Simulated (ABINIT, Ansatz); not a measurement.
# TiO2 (Rutile): one start, several treatments of the self-energy

Aim: compare treatments of exchange, screening and correlation for the gap of TiO2 (Rutile).

Program: ABINIT 10.8.3. Level of theory: PBE and many-body steps on it, plane waves. Results are calculated unless marked as measured.

**The experiments to reproduce.**

- Gap 3.03 eV: direct gap, E perpendicular to c; optical experiment; 1.6 K; bulk crystal (literature value) (quoted in “Shallow Valence Band of Rutile GeO2 and P-type Doping”, 2020, arxiv:2011.08928).

- Gap 3.03 eV: experimental band gap, quoted; bulk crystal (quoted in “Polaron-induced phonon localization and stiffening in rutile TiO2”, 2016, arxiv:1612.05679).

- Gap 3.09 ± 0.06 eV: optical gap from Tauc plot assuming indirect allowed transition; UV/vis diffuse reflectance, Kubelka-Munk and Tauc analysis; film (30 nm ALD shell on quartz particles, grown at 200 C, annealed in air at 500 C; rutile-rich with some anatase) on SiO2 (quartz particles) (“Defect-Mediated Crystallization of the Particulate TiO2 Photocatalyst Grown by Atomic Layer Deposition”, 2024, pmc:11726664).

- Gap 3.28 eV: optical bandgap after anatase to rutile transformation; spectroscopic ellipsometry; film (polycrystalline sol-gel film on Si(100), annealed at high temperature below 800 °C) (“Photocatalytic Performance of Sol-Gel Prepared TiO2 Thin Films Annealed at Various Temperatures”, 2023, pmc:10419699).

- Gap 3.05 eV: band gap; bulk crystal (literature experimental value) (quoted in “Hydrogen related defects in titanium dioxide at the interface to palladium”, 2021, arxiv:2112.05953).

## 1. The starting structure

It takes space group P4_2/mnm (No. 136, tetragonal). Conventional cell: a = 4.592 Å, b = 4.592 Å, c = 2.957 Å, α = 90.00°, β = 90.00°, γ = 90.00°. Nearest to Ti lie 6 O at 1.95 to 1.98 Å. O has 3 Ti at 1.95 to 1.98 Å nearest. Farther neighbours and most contacts between anions are not listed.

The cell and positions come from the Crystallography Open Database and are kept as given unless a step says otherwise.

## 2. Empty states on the mesh, 4×4×4 mesh, 199 bands

This step: ABINIT 10.8.3; DFT, PBE, plane waves, norm-conserving pseudopotentials.

The sums over transitions need many empty states on a uniform mesh; this step solves for them.

Contents of run.abi:

```
acell 3*1.0 Angstrom
rprim 
  4.592200000000 0.000000000000 0.000000000000
  0.000000000000 4.592200000000 0.000000000000
  0.000000000000 0.000000000000 2.957400000000
ntypat 2
znucl 22 8
natom 6
typat 1 1 2 2 2 2
xred 
  0.000000000000 0.000000000000 0.000000000000
  0.500000000000 0.500000000000 0.500000000000
  0.304960000000 0.304960000000 0.000000000000
  0.195040000000 0.804960000000 0.500000000000
  0.695040000000 0.695040000000 0.000000000000
  0.804960000000 0.195040000000 0.500000000000
pp_dirpath "pseudos"
pseudos "Ti.upf, O.upf"
ecut 38
ngkpt 4 4 4
nshiftk 1
shiftk 0 0 0
kptopt 1
chksymbreak 0
irdden 1
istwfk *1
nband 199
prtvol 0
optdriver 6
gwr_task "HDIAGO"
paral_kgb 0
occopt 1
indata_prefix "in"
outdata_prefix "out"
tmpdata_prefix "tmp"
```

The run is started by

```
> OMP_NUM_THREADS=1 mpirun -n 8 abinit run.abi > log
```

What it wrote:

```text
.Version 10.8.3 of ABINIT. v10.8.2 released Aug 2026.

 Symmetries : space group P4_2/m n m (#136); Bravais tP (primitive tetrag.)
[... echo of the input left out ...]
== DATASET  1 ==================================================================
-   mpi_nproc: 8, omp_nthreads: 1 (-1 if OMP is not activated)

--- !DatasetInfo
iteration_state: {dtset: 1, }
dimensions: {natom: 6, nkpt: 18, mband: 199, nsppol: 1, nspinor: 1, nspden: 1, mpw: 4748, }
cutoff_energies: {ecut:  38.0, pawecutdg:  -1.0, }
[...]
Direct band gap semiconductor
 Fundamental gap:     1.917 (eV)
   VBM:     5.660 (eV) at k: [ 0.0000E+00,  0.0000E+00,  0.0000E+00]
   CBM:     7.576 (eV) at k: [ 0.0000E+00,  0.0000E+00,  0.0000E+00]
 Direct gap:         1.917 (eV) at k: [ 0.0000E+00,  0.0000E+00,  0.0000E+00]

== END DATASET(S) ==============================================================
================================================================================

 -outvars: echo values of variables after computation  --------
           etotal      0.0000000000E+00
            nband         199
             nkpt          18
          spgroup         136
 [... the other variables as echoed above ...]

 Calculation completed.
```

Wall time 6.1 min (8 MPI ranks of Arm Neoverse N1, shared host); peak memory 9.9 GiB.

Numbers from this step:

```yaml
gap: 1.917 eV
k_of_the_valence_top: 0, 0, 0
k_of_the_conduction_bottom: 0, 0, 0
least_direct_gap: 1.917 eV
k_points_computed: 18
lowest_point_of_the_top_converged_band_above_the_valence_top: 98.8452 eV
```

On this mesh the gap is 1.917 eV.

The density comes from a self-consistent run that is not shown.

## 3. Screening, 4×4×4 mesh, 92 bands, screening to 114.3 eV

The RPA dielectric matrix is built and inverted for each q.

This step: RPA screening on PBE, plane waves, norm-conserving pseudopotentials.

Edit run.abi of step 2 so:

```diff
@@ -24,10 +24,11 @@
 chksymbreak 0
-irdden 1
 istwfk *1
-nband 199
-prtvol 0
-optdriver 6
-gwr_task "HDIAGO"
-paral_kgb 0
 occopt 1
+irdwfk 1
+optdriver 3
+nband 92
+ecuteps 4.2
+inclvkb 2
+awtr 1
+symchi 1
 indata_prefix "in"
```

What it wrote:

```text
.Version 10.8.3 of ABINIT. v10.8.2 released Aug 2026.

 Symmetries : space group P4_2/m n m (#136); Bravais tP (primitive tetrag.)
[... echo of the input left out ...]
== DATASET  1 ==================================================================
-   mpi_nproc: 8, omp_nthreads: 1 (-1 if OMP is not activated)

--- !DatasetInfo
iteration_state: {dtset: 1, }
dimensions: {natom: 6, nkpt: 18, mband: 92, nsppol: 1, nspinor: 1, nspden: 1, mpw: 4748, }
cutoff_energies: {ecut:  38.0, pawecutdg:  -1.0, }
electrons: {nelect:   4.80000000E+01, charge:   0.00000000E+00, occopt:   1.00000000E+00, tsmear:   1.00000000E-02, }

 SCREENING: Calculation of the susceptibility and dielectric matrices

 Based on a program developped by R.W. Godby, V. Olevano, G. Onida, and L. Reining.
 Incorporated in ABINIT by V. Olevano, G.-M. Rignanese, and M. Torrent.
.Using double precision arithmetic ; gwpc =  8

[... cell and pseudopotentials left out ...]
--------------------------------------------------------------------------------

 ==== K-mesh for the wavefunctions ====
 Number of points in the irreducible wedge :    18
[... list of points left out ...]
 Together with 16 symmetry operations and time-reversal symmetry
 yields    64 points in the full Brillouin Zone.

 ==== Q-mesh for the screening function ====
 Number of points in the irreducible wedge :    18
[... list of points left out ...]
 Together with 16 symmetry operations and time-reversal symmetry
 yields    64 points in the full Brillouin Zone.

 setmesh: FFT mesh size selected  =    36x   36x   24
          total number of points  =        31104

 vcoul_init : cutoff-mode = AUXILIARY_FUNCTION
 q-points for optical limit:   1
     1)      0.000010    0.000020    0.000030

- screening: taking advantage of time-reversal symmetry
- Maximum band index for partially occupied states nbvw = 24
- Remaining bands to be divided among processors   nbcw = 68
- Number of bands treated by each node ~8

 Number of electrons calculated from density =   48.0000; Expected =   48.0000
 average of density, n =  0.114049
 r_s =    1.2792
 omega_plasma =   32.5763 [eV]

 calculating chi0 at frequencies [eV] :
  1    0.000000E+00    0.000000E+00
  2    0.000000E+00    3.257632E+01

--------------------------------------------------------------------------------
  q-point number  1        q = ( 0.000000, 0.000000, 0.000000) [r.l.u.]
--------------------------------------------------------------------------------
[... chi0 elements left out ...]
 For q-point:  0.000010 0.000020 0.000030
  dielectric constant =   8.5615
  dielectric constant without local fields =   8.9524

  Average fulfillment of the sum rule on Im[epsilon] for q-point    1 :     49.88  [%]
[... wings left out ...]
  q-point number  2        q = ( 0.250000, 0.000000, 0.000000) [r.l.u.]
--------------------------------------------------------------------------------
[... chi0 elements left out ...]
  Average fulfillment of the sum rule on Im[epsilon] for q-point    2 :     64.36  [%]

 [... 16 further q-points ...]
```

Wall time 2.9 min (8 MPI ranks); peak memory 3.4 GiB; 23 min of CPU time.

Numbers from this step:

```yaml
eps_infinity_with_local_fields_on_this_mesh_along_the_program_s_q_direction: 8.562
the_same_without_local_fields: 8.952
plasma_frequency: 32.58 eV
plane_waves_in_the_screening_matrix: 181
```

Local fields lower ε∞ by 4 %. On a Γ-centred mesh this coarse the value itself is usually too large, while a short band sum pulls it down.

## 4. G0W0, Godby-Needs plasmon pole

The self-energy is evaluated for the states that the input lists, and the levels follow from it, in one-shot runs by the linearised quasiparticle equation.

This step: G0W0 on PBE, plane waves, norm-conserving pseudopotentials.

Edit run.abi of step 3 so:

```diff
@@ -27,8 +27,15 @@
 irdwfk 1
-optdriver 3
+optdriver 4
 nband 92
+gwcalctyp 0
+ecutsigx 38
+symsigma 1
+nkptgw 1
+kptgw 
+  0.0000000000 0.0000000000 0.0000000000
+bdgw 
+  22 26
 ecuteps 4.2
-inclvkb 2
-awtr 1
-symchi 1
+irdscr 1
+ppmodel 1
 indata_prefix "in"
```

What it wrote:

```text
.Version 10.8.3 of ABINIT. v10.8.2 released Aug 2026.

 Symmetries : space group P4_2/m n m (#136); Bravais tP (primitive tetrag.)
[... echo of the input left out ...]
== DATASET  1 ==================================================================
-   mpi_nproc: 8, omp_nthreads: 1 (-1 if OMP is not activated)

--- !DatasetInfo
iteration_state: {dtset: 1, }
dimensions: {natom: 6, nkpt: 18, mband: 92, nsppol: 1, nspinor: 1, nspden: 1, mpw: 4748, }
cutoff_energies: {ecut:  38.0, pawecutdg:  -1.0, }
electrons: {nelect:   4.80000000E+01, charge:   0.00000000E+00, occopt:   1.00000000E+00, tsmear:   1.00000000E-02, }

 SIGMA: Calculation of the GW corrections

 Based on a program developped by R.W. Godby, V. Olevano, G. Onida, and L. Reining.
 Incorporated in ABINIT by V. Olevano, G.-M. Rignanese, and M. Torrent.
.Using double precision arithmetic ; gwpc =  8

[... cell and pseudopotentials left out ...]
--------------------------------------------------------------------------------

 ==== K-mesh for the wavefunctions ====
 Number of points in the irreducible wedge :    18
[... list of points left out ...]
 Together with 16 symmetry operations and time-reversal symmetry
 yields    64 points in the full Brillouin Zone.

 ==== Q-mesh for screening function ====
 Number of points in the irreducible wedge :    18
[... list of points left out ...]
 Together with 16 symmetry operations and time-reversal symmetry
 yields    64 points in the full Brillouin Zone.

 vcoul_init : cutoff-mode = AUXILIARY_FUNCTION
 q-points for optical limit:   1
     1)      0.000010    0.000020    0.000030
 setmesh: FFT mesh size selected  =    50x   50x   32
          total number of points  =        80000

 Number of electrons calculated from density =   48.0000; Expected =   48.0000
 average of density, n =  0.114049
 r_s =    1.2792
 omega_plasma =   32.5763 [eV]

 === KS Band Gaps ===
  >>>> For spin  1
   Minimum direct gap =   1.9166 [eV], located at k-point      :   0.0000  0.0000  0.0000
   Fundamental gap    =   1.9166 [eV], Top of valence bands at :   0.0000  0.0000  0.0000
                                       Bottom of conduction at :   0.0000  0.0000  0.0000
 SIGMA fundamental parameters:
 PLASMON POLE MODEL  1
 number of plane-waves for SigmaX                 4679
 number of plane-waves for SigmaC and W            181
 number of plane-waves for wavefunctions          4679
 number of bands                                    92
 number of independent spin polarizations            1
 number of spinorial components                      1
 number of k-points in IBZ                          18
 number of q-points in IBZ                          18
 number of symmetry operations                      16
 number of k-points in BZ                           64
 number of q-points in BZ                           64
 number of frequencies for dSigma/dE                 9
 frequency step for dSigma/dE [eV]                0.25
 number of omega for Sigma on real axis              0
 max omega for Sigma on real axis  [eV]           0.00
 zcut for avoiding poles [eV]                     0.10

 EPSILON^-1 parameters (SCR file):
 dimension of the eps^-1 matrix on file            181
 dimension of the eps^-1 matrix used               181
 number of plane-waves for wavefunctions          4679
 number of bands                                    92
 number of q-points in IBZ                          18
 number of frequencies                               2
 number of real frequencies                          1
 number of imag frequencies                          1

 matrix elements of self-energy operator (all in [eV])

 Perturbative Calculation

--- !SelfEnergy_ee
iteration_state: {dtset: 1, }
kpoint     : [   0.000,    0.000,    0.000, ]
spin       : 1
KS_gap     :    1.917
QP_gap     :    3.380
Delta_QP_KS:    1.463
data: !SigmaeeData |
     Band     E0 <VxcDFT>   SigX SigC(E0)      Z dSigC/dE  Sig(E)    E-E0       E
       22   5.208 -20.672 -25.174   4.950   0.772  -0.296 -20.326   0.345   5.553
       23   5.208 -20.672 -25.174   4.950   0.772  -0.296 -20.326   0.345   5.553
       24   5.660 -20.448 -25.098   5.145   0.765  -0.307 -20.070   0.379   6.038
       25   7.576 -20.150 -12.063  -5.726   0.780  -0.282 -18.308   1.842   9.418
       26   7.879 -19.778 -12.069  -5.462   0.781  -0.280 -18.022   1.756   9.635

== END DATASET(S) ==============================================================
================================================================================

 -outvars: echo values of variables after computation  --------
           etotal      0.0000000000E+00
            nband          92
             nkpt          18
          spgroup         136
 [... the other variables as echoed above ...]

 Calculation completed.
```

Wall time 7.8 s (8 MPI ranks); peak memory 1.6 GiB.

This step gave:

- G0W0 gap on the points computed: 3.380 eV
- starting gap on the mesh: 1.917 eV
- k of the valence top: 0, 0, 0
- k of the conduction bottom: 0, 0, 0
- Z at the valence top: 0.765
- Z at the conduction bottom: 0.78
- least direct G0W0 gap on the computed points: 3.380 eV

The gap on the mesh goes from 1.92 eV to 3.38 eV, a correction of +1.46 eV.

## 5. G0W0, Engel-Farid plasmon pole

Edit run.abi of step 4 so:

```diff
@@ -39,3 +39,3 @@
 irdscr 1
-ppmodel 1
+ppmodel 4
 indata_prefix "in"
```

What it wrote:

```text
.Version 10.8.3 of ABINIT. v10.8.2 released Aug 2026.

 Symmetries : space group P4_2/m n m (#136); Bravais tP (primitive tetrag.)
[... echo of the input left out ...]
== DATASET  1 ==================================================================
-   mpi_nproc: 8, omp_nthreads: 1 (-1 if OMP is not activated)

--- !DatasetInfo
iteration_state: {dtset: 1, }
dimensions: {natom: 6, nkpt: 18, mband: 92, nsppol: 1, nspinor: 1, nspden: 1, mpw: 4748, }
cutoff_energies: {ecut:  38.0, pawecutdg:  -1.0, }
electrons: {nelect:   4.80000000E+01, charge:   0.00000000E+00, occopt:   1.00000000E+00, tsmear:   1.00000000E-02, }

 SIGMA: Calculation of the GW corrections

 Based on a program developped by R.W. Godby, V. Olevano, G. Onida, and L. Reining.
 Incorporated in ABINIT by V. Olevano, G.-M. Rignanese, and M. Torrent.
.Using double precision arithmetic ; gwpc =  8

[... cell and pseudopotentials left out ...]
--------------------------------------------------------------------------------

 ==== K-mesh for the wavefunctions ====
 Number of points in the irreducible wedge :    18
[... list of points left out ...]
 Together with 16 symmetry operations and time-reversal symmetry
 yields    64 points in the full Brillouin Zone.

 ==== Q-mesh for screening function ====
 Number of points in the irreducible wedge :    18
[... list of points left out ...]
 Together with 16 symmetry operations and time-reversal symmetry
 yields    64 points in the full Brillouin Zone.

 vcoul_init : cutoff-mode = AUXILIARY_FUNCTION
 q-points for optical limit:   1
     1)      0.000010    0.000020    0.000030
 setmesh: FFT mesh size selected  =    50x   50x   32
          total number of points  =        80000

 Number of electrons calculated from density =   48.0000; Expected =   48.0000
[...]
number of q-points in IBZ                          18
 number of symmetry operations                      16
 number of k-points in BZ                           64
 number of q-points in BZ                           64
 number of frequencies for dSigma/dE                 9
 frequency step for dSigma/dE [eV]                0.25
 number of omega for Sigma on real axis              0
 max omega for Sigma on real axis  [eV]           0.00
 zcut for avoiding poles [eV]                     0.10

 EPSILON^-1 parameters (SCR file):
 dimension of the eps^-1 matrix on file            181
 dimension of the eps^-1 matrix used               181
 number of plane-waves for wavefunctions          4679
 number of bands                                    92
 number of q-points in IBZ                          18
 number of frequencies                               2
 number of real frequencies                          1
 number of imag frequencies                          1

 matrix elements of self-energy operator (all in [eV])

 Perturbative Calculation

--- !SelfEnergy_ee
iteration_state: {dtset: 1, }
kpoint     : [   0.000,    0.000,    0.000, ]
spin       : 1
KS_gap     :    1.917
QP_gap     :    3.494
Delta_QP_KS:    1.577
data: !SigmaeeData |
     Band     E0 <VxcDFT>   SigX SigC(E0)      Z dSigC/dE  Sig(E)    E-E0       E
       22   5.208 -20.672 -25.174   4.898   0.792  -0.263 -20.359   0.313   5.521
       23   5.208 -20.672 -25.174   4.898   0.792  -0.263 -20.359   0.313   5.521
       24   5.660 -20.448 -25.098   5.095   0.787  -0.271 -20.098   0.350   6.010
       25   7.576 -20.150 -12.063  -5.685   0.802  -0.246 -18.223   1.927   9.503
       26   7.879 -19.778 -12.069  -5.435   0.803  -0.245 -17.951   1.827   9.706

== END DATASET(S) ==============================================================
================================================================================

 -outvars: echo values of variables after computation  --------
           etotal      0.0000000000E+00
            nband          92
             nkpt          18
          spgroup         136
 [... the other variables as echoed above ...]

 Calculation completed.
```

Wall time 6.8 s (8 MPI ranks); peak memory 1.5 GiB; 54 s of CPU time.

Numbers from this step:

```
G0W0 gap on the points computed              : 3.493 eV
starting gap on the mesh                     : 1.917 eV
k of the valence top                         : 0, 0, 0
k of the conduction bottom                   : 0, 0, 0
Z at the valence top                         : 0.787
Z at the conduction bottom                   : 0.802
least direct G0W0 gap on the computed points : 3.493 eV
```

Against G0W0 in ABINIT (4×4×4 mesh, 92 bands, screening to 114.3 eV, Godby-Needs plasmon pole), the gap moves by +0.113 eV.

## 6. G0W0, von der Linden-Horsch plasmon pole

Edit run.abi of step 5 so:

```diff
@@ -39,3 +39,3 @@
 irdscr 1
-ppmodel 4
+ppmodel 3
 indata_prefix "in"
```

What it wrote:

```text
.Version 10.8.3 of ABINIT. v10.8.2 released Aug 2026.

 Symmetries : space group P4_2/m n m (#136); Bravais tP (primitive tetrag.)
[... echo of the input left out ...]
== DATASET  1 ==================================================================
-   mpi_nproc: 8, omp_nthreads: 1 (-1 if OMP is not activated)

--- !DatasetInfo
iteration_state: {dtset: 1, }
dimensions: {natom: 6, nkpt: 18, mband: 92, nsppol: 1, nspinor: 1, nspden: 1, mpw: 4748, }
cutoff_energies: {ecut:  38.0, pawecutdg:  -1.0, }
[...]
24   5.660 -20.448 -25.098   5.046   0.833  -0.200 -20.118   0.330   5.990
       25   7.576 -20.150 -12.063  -5.793   0.843  -0.186 -18.216   1.934   9.511
       26   7.879 -19.778 -12.069  -5.535   0.844  -0.184 -17.942   1.836   9.715

== END DATASET(S) ==============================================================
================================================================================

 -outvars: echo values of variables after computation  --------
           etotal      0.0000000000E+00
            nband          92
             nkpt          18
          spgroup         136
 [... the other variables as echoed above ...]

 Calculation completed.
```

Run time: 6.8 s. Hardware: 8 MPI ranks; peak memory 1.5 GiB.

This step gave:

```
G0W0 gap on the points computed              : 3.521 eV
starting gap on the mesh                     : 1.917 eV
k of the valence top                         : 0, 0, 0
k of the conduction bottom                   : 0, 0, 0
least direct G0W0 gap on the computed points : 3.521 eV
```

Against G0W0 in ABINIT (4×4×4 mesh, 92 bands, screening to 114.3 eV, Godby-Needs plasmon pole), the gap moves by +0.141 eV.

(Continued in part 2 of 2.)

[Paths, hosts, dates, memory and timing lines, banners, echoed tables and standing remarks are left out of the program output.]

[Logs are printed without paths, hosts, clocks, repeated set-up lines and the standing remarks that a program may print on its own settings, such as how far it seeks lower states.]

[Runs of the session that timed out or met a known fault of the program may be left out.]

[No measured gap is set beside runs whose start may be inverted or whose files or cutoffs have a known fault.]

[Hosts, paths, dates, database ids (printed as entryN), source tags and the programs' standing remarks are cut or masked in the printed files.]

[G0W0 gaps are taken among the corrected bands and points alone; a level outside them can change the order at an edge.]

[Where Ansatz stands beside ABINIT at settings called matched, ABINIT's density can come from a denser mesh and the files from another edition; pairs whose starting gaps differed by over 0.03 eV were left out, so agreement reads better than it is.]
